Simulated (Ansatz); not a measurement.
# CrIn2WN2: relaxing a made-up structure

Starting from a made-up structure for CrIn2WN2, the aim is the relaxed cell, its shortest contacts and, where a second run follows, its electronic structure.

Main program and level: Ansatz 0.2.0; DFT, PBE, plane-wave PAW, files of the set soft_1, scalar-relativistic, ferromagnetic start, cell and ions relaxed at zero pressure; PAW set soft_1.

In doubt: warnings of the run leave room for a lower electronic state, so energies may not be the lowest and differences between runs may mislead.

## 1. Set-up

The structure is orthorhombic, space group Amm2 (No. 38). The conventional cell has a = 3.387 Å, b = 3.467 Å, c = 15.210 Å, α = 90.00°, β = 90.00°, γ = 90.00°. Nearest to W lie 6 N at 2.53 to 2.56 Å. In has 1 N at 2.61 Å nearest. Nearest to In lie 1 N at 2.35 Å. Nearest to Cr lie 6 N at 2.51 to 2.56 Å. Nearest to N lie 2 N at 1.97 Å and 2 Cr at 2.51 Å and 4 W at 2.56 Å and 1 In at 2.61 Å. N has 2 N at 1.97 Å and 1 In at 2.35 Å and 2 W at 2.53 Å and 4 Cr at 2.56 Å nearest. Farther neighbours and most contacts between anions are not listed.

Structure file:

```cif
data_structure
_symmetry_space_group_name_H-M 'Amm2'
_symmetry_Int_Tables_number 38
_cell_length_a 3.3870
_cell_length_b 3.4670
_cell_length_c 15.2100
_cell_angle_alpha 90.000
_cell_angle_beta 90.000
_cell_angle_gamma 90.000
_cell_volume 178.61
loop_
_atom_site_label
_atom_site_type_symbol
_atom_site_symmetry_multiplicity
_atom_site_Wyckoff_symbol
_atom_site_fract_x
_atom_site_fract_y
_atom_site_fract_z
_atom_site_occupancy
W1 W 2 b 0.50000 0.50000 0.41630 1
In1 In 2 a 0.00000 0.00000 0.29950 1
In2 In 2 b 0.50000 0.50000 0.19170 1
Cr1 Cr 2 a 0.00000 0.00000 0.09080 1
N1 N 2 a 0.00000 0.00000 0.47120 1
N2 N 2 b 0.50000 0.50000 0.03740 1
```

## 2. Relaxing cell and atoms

The guess takes its coordinates from another compound and its volume from a rule, so the cell and any free coordinates are relaxed together.

input.yaml reads:

```yaml
crystal:
  lattice:
    - [3.387, 0.0, 0.0]
    - [0.0, 1.7335, 7.605]
    - [0.0, -1.7335, 7.605]
  atoms:
    - { symbol: W, position: [0.5, 0.9163, 0.9163] }
    - { symbol: In, position: [0.0, 0.2995, 0.2995] }
    - { symbol: In, position: [0.5, 0.6917, 0.6917] }
    - { symbol: Cr, position: [0.0, 0.0908, 0.0908], spin: 3.0 }
    - { symbol: "N", position: [0.0, 0.4712, 0.4712] }
    - { symbol: "N", position: [0.5, 0.5374, 0.5374] }
magnetization:
  spin_polarized: true
kpoints:
  mp_grid: { grid: [8, 8, 8] }
scf:
  occupations: { method: fermi_dirac, width: 0.05 }
hamiltonian:
  xc: pbe
  pseudopotentials: { kind: paw, azcp: { folder: soft_1 } }
relax:
  f_tol: 0.015
  max_steps: 70
  cell: {}
output:
  forces: true
  stress: true
```

Command:

```
$ ansatz run input.yaml --threads 4 --pin off --max-ram 10240MiB --backend cpu --events-out ev --progress --plain --runs-dir out
```

Numbers of over 12 decimals in the logs are rounded to 6 here.

The log of the run:

```text
basis.fft_grid_basis auto: the FFT boxes are laid along the combinations [[1, 0, 0], [0, 1, -1], [0, 0, 1]] of the cell's own vectors, 3.387, 3.467 and 7.800 Å long. The dense box has 24×24×54 points. Along the cell's own vectors, as sized, it would have 24×54×54, 2.25 times as many. Of the 4 symmetry operations that the crystal satisfies within crystal.symmetry.tolerance (time reversal apart; of a slab, those that k [...]
Engine: ansatz 0.2.0, aarch64-unknown-linux-gnu
Pseudopotentials: kind: paw
Pseudopotential: W, paw, valence charge 14, recommended cutoff 420 eV (normal), soft_1/W.paw.azcp
Pseudopotential: In, paw, valence charge 13, recommended cutoff 420 eV (normal), soft_1/In.paw.azcp
Pseudopotential: Cr, paw, valence charge 14, recommended cutoff 420 eV (normal), soft_1/Cr.paw.azcp
Pseudopotential: N, paw, valence charge 5, recommended cutoff 420 eV (normal), soft_1/N.paw.azcp
Functional definition: PBE
  parameter kappa = 0.804
  parameter beta = 0.066725
  exchange = pbe_x(kappa = kappa, mu = beta*pi^2/3)
  correlation = pbe_c(beta = beta)
Crystal: 6 atoms, lattice volume = 89.303 Å³
Basis set: ecut = 420 eV, 1755 PW (Γ), FFT grids on a1, a2−a3, a3, exchange–correlation on 48×48×108 points (8 copies of the dense FFT grid, shifted against one another)
Bands: 41, of which v1, the nominal top of the filled ones, is band 32 counted from 1 (31 counted from 0)
Symmetry: 4 space group operations
Space group: Amm2 (ITA 38), of the structure as read, at distance tolerance 4.5e-5 Å
Magnetic group: BNS 38.187 (UNI 285), of the structure as read, at distance tolerance 4.5e-5 Å
k-points: 105 of 512 (time reversal used)
Non-local potential: W, projectors of the file, l = 0: 3, l = 1: 2, l = 2: 2, l = 3: 1
Non-local potential: In, projectors of the file, l = 0: 2, l = 1: 2, l = 2: 2, l = 3: 1
Non-local potential: Cr, projectors of the file, l = 0: 3, l = 1: 2, l = 2: 3, l = 3: 1
Non-local potential: N, projectors of the file, l = 0: 2, l = 1: 2, l = 2: 1
PAW form: soft (Blöchl's): semilocal exchange-correlation on the pseudo side does not see the compensation charge
PAW one-centre angular grid: W, 590 points (default); XC on 64 Gauss nodes
PAW one-centre angular grid: In, 590 points (default); XC on 64 Gauss nodes
PAW one-centre angular grid: Cr, 590 points (default); XC on 64 Gauss nodes
PAW one-centre angular grid: N, 110 points (default); XC on 64 Gauss nodes
Initial density: superposition of atomic densities (chi_scale 0.1, normalization cell, long waves 80 % of neutral atoms (reshape's long-wave potential 1.80 eV rms, cloud 2.13 Å wide))
Starting moments: Σ|m| = 3 μB on 1 of 6 sites
Initial wavefunctions: pseudopotential atomic-orbital guess
Functional: x = pbe(κ = 0.804, μ = 0.219515), c = pbe(β = 0.066725)
SCF iter   1: F=—  HF=-25725.108802 eV  |F-HF|=—  |Δ(HF+E_count)|=         —  Δρ=5.37e-2 (↑5.37e-2 ↓4.93e-2)  dr2=5.20e1  dr2_m=9.11e-2  M=2.595 μB ∫|m|=3.156 μB  β_m=0.30  ethr=3.10e-3  ⟨swp⟩=6.5  Hψ=33027  notcnv=0
Mixer restart at iter 1: flushing history
preconditioner: auto → Kerker (q_TF=auto, 2.581 Å⁻¹)  [metal: Δε(μ)=0.003 eV  Ē_g=12.089 eV  σ=0.050 eV  W_gap=0.01  n_scr=24 (ndim 8)  ℏωp=27.2 eV  f_vac=0.000  D(μ)=3.34/eV (n_scr^D=24)]
spin=Collinear: Kerker preconditioning applied to the charge; magnetization (m = ρ↑ − ρ↓) channel mixes plain (no charge-response kernel on spin).
SCF iter   2: F=—  HF=-25721.974246 eV  |F-HF|=—  |Δ(HF+E_count)|=    3.13e0  Δρ=3.19e-2 (↑3.19e-2 ↓3.05e-2)  dr2=2.33e1  dr2_m=4.41e-2  M=2.544 μB ∫|m|=3.237 μB  β_m=0.53  ethr=3.10e-3  ⟨swp⟩=2.3  Hψ=13827  notcnv=0  defer=263
SCF iter   3: F=—  HF=-25719.841329 eV  |F-HF|=—  |Δ(HF+E_count)|=    2.13e0  Δρ=1.50e-2 (↑1.45e-2 ↓1.50e-2)  dr2=1.87e0  dr2_m=6.32e-2  M=2.668 μB ∫|m|=3.510 μB  β_m=0.57  ethr=3.10e-3  ⟨swp⟩=3.3  Hψ=19142  notcnv=0  defer=255
SCF iter   4: F=—  HF=-25719.665330 eV  |F-HF|=—  |Δ(HF+E_count)|=   1.76e-1  Δρ=1.10e-2 (↑1.10e-2 ↓1.07e-2)  dr2=7.20e-1  dr2_m=2.82e-2  M=2.683 μB ∫|m|=3.654 μB  β_m=0.60  ethr=2.92e-3  ⟨swp⟩=2.4  Hψ=11771  notcnv=0  defer=198
SCF iter   5: F=—  HF=-25719.576461 eV  |F-HF|=—  |Δ(HF+E_count)|=   8.89e-2  Δρ=5.48e-3 (↑5.16e-3 ↓5.48e-3)  dr2=2.07e-1  dr2_m=8.83e-3  M=2.757 μB ∫|m|=3.829 μB  β_m=0.59  ethr=1.13e-3  ⟨swp⟩=2.0  Hψ=14396  notcnv=0  defer=200
SCF iter   6: F=—  HF=-25719.584677 eV  |F-HF|=—  |Δ(HF+E_count)|=         —  Δρ=1.06e-2 (↑1.06e-2 ↓4.44e-3)  dr2=4.49e-2  dr2_m=4.32e-2  M=2.942 μB ∫|m|=4.108 μB  β_m=0.59  ethr=3.24e-4  ⟨swp⟩=2.1  Hψ=11172  notcnv=0  defer=203
Mixer restart at iter 6: flushing history
SCF iter   7: F=—  HF=-25719.589714 eV  |F-HF|=—  |Δ(HF+E_count)|=   5.04e-3  Δρ=2.10e-3 (↑1.67e-3 ↓2.10e-3)  dr2=3.38e-3  dr2_m=2.06e-3  M=2.898 μB ∫|m|=4.104 μB  β_m=0.63  ethr=7.02e-5  ⟨swp⟩=2.1  Hψ=17477  notcnv=0  defer=203
SCF iter   8: F=—  HF=-25719.590462 eV  |F-HF|=—  |Δ(HF+E_count)|=         —  Δρ=2.49e-3 (↑2.49e-3 ↓1.22e-3)  dr2=3.70e-3  dr2_m=2.38e-3  M=2.900 μB ∫|m|=4.164 μB  β_m=0.63  ethr=5.28e-6  ⟨swp⟩=2.0  Hψ=16921  notcnv=0  defer=202
Mixer restart at iter 8: flushing history
SCF iter   9: F=—  HF=-25719.590663 eV  |F-HF|=—  |Δ(HF+E_count)|=   2.01e-4  Δρ=7.23e-4 (↑7.23e-4 ↓6.29e-4)  dr2=6.56e-4  dr2_m=2.16e-4  M=2.878 μB ∫|m|=4.166 μB  β_m=0.63  ethr=5.28e-6  ⟨swp⟩=2.0  Hψ=16362  notcnv=0  defer=203
SCF iter  10: F=—  HF=-25719.590649 eV  |F-HF|=—  |Δ(HF+E_count)|=   1.35e-5  Δρ=5.75e-4 (↑5.75e-4 ↓3.78e-4)  dr2=3.46e-4  dr2_m=1.48e-4  M=2.881 μB ∫|m|=4.181 μB  β_m=0.76  ethr=1.02e-6  ⟨swp⟩=2.0  Hψ=16297  notcnv=0  defer=204
SCF iter  11: F=—  HF=-25719.590658 eV  |F-HF|=—  |Δ(HF+E_count)|=   8.64e-6  Δρ=3.37e-4 (↑3.37e-4 ↓1.07e-4)  dr2=1.58e-4  dr2_m=2.78e-5  M=2.869 μB ∫|m|=4.191 μB  β_m=0.88  ethr=5.40e-7  ⟨swp⟩=2.1  Hψ=15069  notcnv=0  defer=204
SCF iter  12: F=—  HF=-25719.590664 eV  |F-HF|=—  |Δ(HF+E_count)|=   6.36e-6  Δρ=5.21e-5 (↑5.21e-5 ↓4.66e-5)  dr2=9.16e-6  dr2_m=1.31e-6  M=2.868 μB ∫|m|=4.196 μB  β_m=0.94  ethr=2.47e-7  ⟨swp⟩=2.0  Hψ=10703  notcnv=0  defer=204
SCF iter  13: F=—  HF=-25719.590678 eV  |F-HF|=—  |Δ(HF+E_count)|=   1.36e-5  Δρ=1.54e-5 (↑1.54e-5 ↓9.47e-6)  dr2=5.03e-7  dr2_m=6.94e-8  M=2.867 μB ∫|m|=4.198 μB  β_m=0.97  ethr=1.43e-8  ⟨swp⟩=2.1  Hψ=11079  notcnv=0  defer=204
SCF iter  14: F=—  HF=-25719.590678 eV  |F-HF|=—  |Δ(HF+E_count)|=   2.45e-7  Δρ=1.96e-5 (↑1.96e-5 ↓4.33e-6)  dr2=6.77e-7  dr2_m=6.46e-8  M=2.867 μB ∫|m|=4.199 μB  β_m=0.97  ethr=7.87e-10  ⟨swp⟩=2.0  Hψ=14001  notcnv=0  defer=204
[...]
relax step  24: F+E_penalty+E_count = -25727.67976137 eV  Δ(F+E_penalty+E_count) = -4.677e-5 eV  max|allowed force component| = 1.727e-3 eV/Å  Δτ_max = 0.0016 Å  P = +0.009 GPa  Ω = 88.402 Å³  energy of the carried Pulay correction = -6.586e-3 eV  (15 SCF iters, accepted)
relax step  25: F+E_penalty+E_count = -25727.69708658 eV  Δ(F+E_penalty+E_count) = -1.733e-2 eV  max|allowed force component| = 3.398e-3 eV/Å  Δτ_max = 0.0000 Å  P = +0.262 GPa  Ω = 88.402 Å³  stress off target by 5.98e-1 GPa  SCF on the basis re-selected at this cell (its energy is not comparable with the rows above)  (14 SCF iters)
relax step  26: F+E_penalty+E_count = -25727.69744727 eV  Δ(F+E_penalty+E_count) = -3.607e-4 eV  max|allowed force component| = 8.727e-3 eV/Å  Δτ_max = 0.0052 Å  P = -0.030 GPa  Ω = 88.842 Å³  energy of the carried Pulay correction = -4.711e-4 eV  (17 SCF iters, accepted)
relax step  27: F+E_penalty+E_count = -25727.69747320 eV  Δ(F+E_penalty+E_count) = -2.592e-5 eV  max|allowed force component| = 1.412e-3 eV/Å  Δτ_max = 0.0012 Å  P = +0.003 GPa  Ω = 88.832 Å³  energy of the carried Pulay correction = -4.600e-4 eV  (14 SCF iters, accepted)
iter 1 solved again at ethr=6.82e-8 eV; its pass at ethr=3.10e-3 eV (dr2=4.37e-5 eV) is discarded
SCF iter   1: F=—  HF=-25727.697803 eV  |F-HF|=—  |Δ(HF+E_count)|=         —  Δρ=8.26e-5 (↑8.26e-5 ↓8.26e-5)  dr2=6.16e-7  dr2_m=3.06e-13  M=0.000 μB ∫|m|=0.000 μB  β_m=0.65  ethr=6.82e-8  ⟨swp⟩=3.8  Hψ=56210  notcnv=0
preconditioner: auto → Kerker (q_TF=auto, 2.423 Å⁻¹)  [metal: Δε(μ)=0.003 eV  Ē_g=11.926 eV  σ=0.050 eV  W_gap=0.02  n_scr=22 (ndim 8)  ℏωp=27.3 eV  f_vac=0.000  D(μ)=3.03/eV (n_scr^D=26)]
spin=Collinear: Kerker preconditioning applied to the charge; magnetization (m = ρ↑ − ρ↓) channel mixes plain (no charge-response kernel on spin).
SCF iter   2: F=—  HF=-25727.697935 eV  |F-HF|=—  |Δ(HF+E_count)|=   1.31e-4  Δρ=2.97e-5 (↑2.97e-5 ↓2.97e-5)  dr2=9.14e-8  dr2_m=1.84e-14  M=0.000 μB ∫|m|=0.000 μB  β_m=0.64  ethr=9.63e-10  ⟨swp⟩=2.2  Hψ=12218  notcnv=0
SCF iter   3: F=—  HF=-25727.697954 eV  |F-HF|=—  |Δ(HF+E_count)|=   1.89e-5  Δρ=2.61e-6 (↑2.61e-6 ↓2.61e-6)  dr2=7.99e-9  dr2_m=3.46e-14  M=0.000 μB ∫|m|=0.000 μB  β_m=0.58  ethr=1.43e-10  ⟨swp⟩=2.0  Hψ=11124  notcnv=0
SCF iter   4: F=—  HF=-25727.697954 eV  |F-HF|=—  |Δ(HF+E_count)|=   1.03e-7  Δρ=6.83e-7 (↑6.83e-7 ↓6.73e-7)  dr2=2.25e-9  dr2_m=3.38e-14  M=0.000 μB ∫|m|=0.000 μB  β_m=0.79  ethr=1.25e-11  ⟨swp⟩=2.0  Hψ=13448  notcnv=0
SCF iter   5: F=—  HF=-25727.697947 eV  |F-HF|=—  |Δ(HF+E_count)|=   6.80e-6  Δρ=6.03e-7 (↑6.03e-7 ↓5.91e-7)  dr2=4.80e-9  dr2_m=4.75e-14  M=0.000 μB ∫|m|=0.000 μB  β_m=0.79  ethr=3.51e-12  ⟨swp⟩=2.0  Hψ=15314  notcnv=0
SCF iter   6: F=—  HF=-25727.697947 eV  |F-HF|=—  |Δ(HF+E_count)|=   1.36e-9  Δρ=4.01e-7 (↑4.01e-7 ↓3.96e-7)  dr2=2.94e-9  dr2_m=2.32e-14  M=0.000 μB ∫|m|=0.000 μB  β_m=0.90  ethr=3.51e-12  ⟨swp⟩=2.0  Hψ=10046  notcnv=0
SCF iter   7: F=—  HF=-25727.697947 eV  |F-HF|=—  |Δ(HF+E_count)|=  6.51e-10  Δρ=4.28e-7 (↑4.28e-7 ↓4.17e-7)  dr2=2.10e-9  dr2_m=3.46e-14  M=0.000 μB ∫|m|=0.000 μB  β_m=0.83  ethr=3.51e-12  ⟨swp⟩=2.0  Hψ=10337  notcnv=0
SCF iter   8: F=—  HF=-25727.697947 eV  |F-HF|=—  |Δ(HF+E_count)|=  3.38e-10  Δρ=1.13e-7 (↑1.13e-7 ↓1.04e-7)  dr2=1.54e-10  dr2_m=2.83e-14  M=0.000 μB ∫|m|=0.000 μB  β_m=0.90  ethr=3.27e-12  ⟨swp⟩=2.0  Hψ=9822  notcnv=0
SCF iter   9: F=—  HF=-25727.697947 eV  |F-HF|=—  |Δ(HF+E_count)|=  3.64e-11  Δρ=5.57e-8 (↑4.89e-8 ↓5.57e-8)  dr2=1.37e-11  dr2_m=1.74e-14  M=0.000 μB ∫|m|=0.000 μB  β_m=0.83  ethr=1.00e-12  ⟨swp⟩=2.0  Hψ=10820  notcnv=0
SCF iter  10: F=—  HF=-25727.697947 eV  |F-HF|=—  |Δ(HF+E_count)|=  1.46e-11  Δρ=1.03e-7 (↑1.03e-7 ↓1.00e-7)  dr2=8.86e-11  dr2_m=1.81e-15  M=0.000 μB ∫|m|=0.000 μB  β_m=0.85  ethr=1.00e-12  ⟨swp⟩=1.0  Hψ=8618  notcnv=0
SCF iter  11: F=-25727.697947 eV  HF=-25727.697947 eV  |F-HF|=0.00e0  |Δ(HF+E_count)|=  1.46e-11  Δρ=1.29e-8 (↑1.10e-8 ↓1.29e-8)  dr2=1.06e-12  dr2_m=1.03e-15  M=0.000 μB ∫|m|=0.000 μB  ethr=1.00e-12  ⟨swp⟩=1.9  Hψ=19722  notcnv=0
the starting moments were not kept: the SCF closed with an absolute magnetisation of 4.3e-7 μB, where they sum to 3 μB in size (1 site). That is at most 0.1 of that sum. Measured as dr2_m measures the in/out step, that magnetisation stands 1.4e-13 eV from none, at or under the dr2_threshold of 6.0e-11 eV: it is no larger than a step whose dr2_m would equal this threshold.
SCF 28 converged in 11 iterations: F = -25727.697947 eV  dr2 = 1.06e-12
relax step  28: F+E_penalty+E_count = -25727.69794701 eV  Δ(F+E_penalty+E_count) = -4.738e-4 eV  max|allowed force component| = 1.411e-3 eV/Å  Δτ_max = 0.0000 Å  P = +0.003 GPa  Ω = 88.832 Å³  stress off target by 3.68e-3 GPa  SCF on the basis re-selected at this cell (its energy is not comparable with the rows above)  (11 SCF iters)
basis re-selected at this cell: Δ(F+E_penalty+E_count) = -4.738e-4 eV, ΔP = -0.000 GPa vs the last step (what re-selecting the basis moved, of the pressure what is left beyond the Pulay correction that the steps carried, after the strain that the cell walked since its last selection, with what the two solves' SCF thresholds leave and, on support functions, any second-order correction that the steps lacked; it is no m [...]
SCF converged after 11 iterations
Magnetization: 0.0000 μB (32.0000 up, 32.0000 down)
Absolute magnetization: 0.0000 μB (∫|ρ↑−ρ↓|, with the PAW one-centre terms)
Spin contamination: 0.0000 ħ² per cell (⟨S²⟩ above its minimum at these occupations)
Per-site moments (μB) at R_I (Å): [(-1.1634132904431393e-8, 0.885830), (1.3492624882140282e-9, 1.081437), (-4.243888202160561e-9, 1.162088), (3.044048144740816e-7, 0.859888), (-4.1207128294321e-10, 0.885830), (-1.91936411374486e-8, 0.859888)]
Free energy (F): -25727.697947 eV
Harris-Foulkes:  -25727.697947 eV  (|F-HF|=0.00e0)
Internal energy: -25727.673322 eV  (E = F + TS)
E sigma→0 (E₀):  -25727.685634 eV
Entropy (-TS):   -0.024625 eV (-4.104 meV/atom)
Fermi energy:    14.684396 eV
--- Per-component energies (eV) ---
  E_band       = -317.646927
  E_kinetic    = 1415.983584
  E_local      = -6522.705965  (includes V_loc(G=0)·N_el)
  E_nonlocal   = 740.715094
  E_hartree    = 2889.504835
  E_xc         = -789.809540
  E_vxc        = -710.065052  (∫ρ·V_xc dr)
  E_paw        = -18466.727716  (= ΣΔE_a)
  E_vpaw       = -1020.586978  (= ΣTr[D̂ρ^β])
  E_aug_tail   = 0.002778  (compensation charges beyond the density's cutoff)
  E_ewald      = -4994.636392
  E_smearing   = -0.024625  (= −TS)
  E_closure    = 0.000000  (closes the sum)
  Σ components = -25727.697947   (vs F -25727.697947, Δ=0.00e0)
--- Forces (eV/Å), atoms counted from 1 ---
  atom   1  W      0.00000000    -0.00000000     0.00118926
  atom   2  In     0.00000000     0.00000000    -0.00000715
  atom   3  In     0.00000000    -0.00000000    -0.00141108
  atom   4  Cr     0.00000000     0.00000000     0.00041483
  atom   5  N      0.00000000    -0.00000000    -0.00053073
  atom   6  N      0.00000000     0.00000000     0.00034471
  max |Σ_I F_I| component: 1.78e-7 eV/Å
--- Stress (GPa, compression-positive) ---
        0.002092       0.000000      -0.000000
        0.000000       0.002170       0.000000
       -0.000000       0.000000       0.003678
  P = ⅓ Tr σ = 0.0026 GPa (0.026 kbar)
--- Relaxed structure (25 steps of the walk, 24 accepted, 3 SCFs on fresh bases) ---
  F+E_penalty+E_count = -25727.69794701 eV   max|allowed force component| = 1.411e-3 eV/Å   (the final SCF, on the basis selected at the relaxed cell)
  cell:  # Å, volume = 88.8319 Å³
    - [2.841029, 0.0, 0.0]
    - [0.0, 1.408591, 11.098856]
    - [0.0, -1.408591, 11.098856]
  atoms:
    - { symbol: W, position: [0.5, 0.969130, 0.969130] }
    - { symbol: In, position: [0.0, 0.315851, 0.315851] }
    - { symbol: In, position: [0.5, 0.676239, 0.676239] }
    - { symbol: Cr, position: [0.0, 0.069063, 0.069063] }
    - { symbol: N, position: [0.0, 0.433956, 0.433956] }
    - { symbol: N, position: [0.5, 0.542661, 0.542661] }
```

Run time: 15 min. Hardware: 4 threads of Arm Neoverse V1, shared host; peak memory 0.93 GiB.

The steps of the relaxation (22 of 28):

| step | energy less that of the first step (eV) | largest force component (eV/Å) | pressure (GPa) | volume (Å³) |
| --- | --- | --- | --- | --- |
| 1 | 0.0000 | 2.1372 | -5.12 | 89.30 |
| 2 | -1.4707 | 2.6195 | -2.12 | 86.68 |
| 4 | -4.3670 | 1.6737 | -1.24 | 86.37 |
| 5 | -5.2056 | 1.4247 | 7.24 | 84.30 |
| 6 | -5.4990 | 0.2834 | 0.56 | 87.88 |
| 7 | -5.6004 | 0.4720 | -0.52 | 88.67 |
| 9 | -5.8253 | 0.5747 | -0.61 | 87.60 |
| 10 | -6.3323 | 1.4407 | -1.39 | 86.35 |
| 11 | -6.7741 | 1.2552 | -3.25 | 84.42 |
| 13 | -7.1235 | 1.5373 | 5.32 | 80.83 |
| 14 | -7.3224 | 0.2021 | -0.20 | 82.38 |
| 15 | -7.3261 | 0.0411 | -0.08 | 82.32 |
| 16 | -7.3262 | 0.0131 | 0.07 | 82.24 |
| 18* | -7.7641 | 0.0283 | 5.27 | 82.28 |
| 19 | -7.9616 | 0.2945 | 2.72 | 84.49 |
| 20 | -8.0461 | 0.2924 | 1.05 | 86.95 |
| 22 | -8.0879 | 0.1073 | -0.01 | 88.60 |
| 23 | -8.0890 | 0.0260 | 0.02 | 88.41 |
| 24 | -8.0891 | 0.0017 | 0.01 | 88.40 |
| 25* | -8.1064 | 0.0034 | 0.26 | 88.40 |
| 27 | -8.1068 | 0.0014 | 0.00 | 88.83 |
| 28* | -8.1073 | 0.0014 | 0.00 | 88.83 |

Relaxation steps marked * repeat the geometry before them on a plane-wave basis chosen anew for their cell, so energy and pressure can jump there. Other such steps can lie between the rows shown. Relaxation step 13 was tried and not accepted.

The run keeps the 4 symmetry operations that it works with, so distortions that break them were not tested.

| cell as run | before | after | change |
| --- | --- | --- | --- |
| a (Å) | 3.387 | 2.841 | -16.1 % |
| b (Å) | 7.800 | 11.188 | +43.4 % |
| c (Å) | 7.800 | 11.188 | +43.4 % |
| α (°) | 25.68 | 14.47 | -43.7 % |
| volume (Å³/atom) | 14.88 | 14.81 | -0.5 % |

The atoms that moved most (Å, as changes of fractional coordinates times the final cell):

| atom | dx | dy | dz | length |
| --- | --- | --- | --- | --- |
| W1 | 0.000 | 0.000 | 1.173 | 1.173 |
| N5 | 0.000 | 0.000 | -0.827 | 0.827 |
| Cr4 | 0.000 | 0.000 | -0.483 | 0.483 |
| In2 | 0.000 | 0.000 | 0.363 | 0.363 |
| In3 | 0.000 | 0.000 | -0.343 | 0.343 |
| N6 | 0.000 | 0.000 | 0.117 | 0.117 |

The relaxed structure:

```xyz
6
Lattice="2.8410 0.0000 0.0000 0.0000 1.4086 11.0989 0.0000 -1.4086 11.0989" Properties=species:S:1:pos:R:3 pbc="T T T"
W     1.4205    0.0000   21.5125
In    0.0000    0.0000    7.0112
In    1.4205    0.0000   15.0110
Cr    0.0000    0.0000    1.5330
N     0.0000    0.0000    9.6328
N     1.4205    0.0000   12.0458
```

This step gave:

```yaml
free_energy: -25727.6979 eV
energy_at_zero_smearing: -25727.6856 eV
smearing_term_ts: 0.02463 eV
fermi_energy: 14.68 eV
electrons: 64
symmetry_operations: 4
pressure: 0.002646 GPa
```

Shortest distances by pair of elements, guess and relaxed (not always the same contact):

| pair | guess (Å) | relaxed (Å) |
| --- | --- | --- |
| Cr–N | 2.513 | 2.085 |
| N–W | 2.529 | 2.147 |
| In–N | 2.347 | 2.622 |
| Cr–W | 3.148 | 2.634 |
| N–N | 1.970 | 2.800 |

The relaxation ends with a largest force component of 0.0014 eV/Å and a pressure of 0.00 GPa. No moment survives the cycle: this start ends non-magnetic.

## 3. Outcome

```json
{"space group, relaxed": "Amm2", "conventional cell": "a = 2.841, b = 2.817, c = 22.198 Å; α = 90.0°, β = 90.0°, γ = 90.0°", "volume per atom": "14.81 Å³ (guess 14.88)", "total moment": "0.00 μB in the cell of 6 atoms"}
```

CrIn2WN2 relaxes to Amm2 with a = 2.841, b = 2.817 and c = 22.198 Å. The guessed volume was near the relaxed one. The space group Amm2 was held in the relaxation, so the end point is a stationary structure within it and may be a saddle against distortions or other arrangements. The moments died out from this one start and weren't seeded again at the relaxed cell. The electronic state may lie above the lowest one. Mesh and cutoff weren't tested. A vector of the cell changed its length by 43 %, so the starting arrangement is largely lost and the mesh was laid for another shape. Spin-orbit coupling is left out, which can matter for elements this heavy. No dispersion term is used, so weakly bound directions may come out too long. Nothing here tests whether the compound is stable against decomposition.

[Logs are printed without paths, hosts, clocks, repeated set-up lines and the standing remarks that a program may print on its own settings, such as how far it seeks lower states.]

[Hosts, paths, dates, database ids (printed as entryN), source tags and the programs' standing remarks are cut or masked in the printed files.]
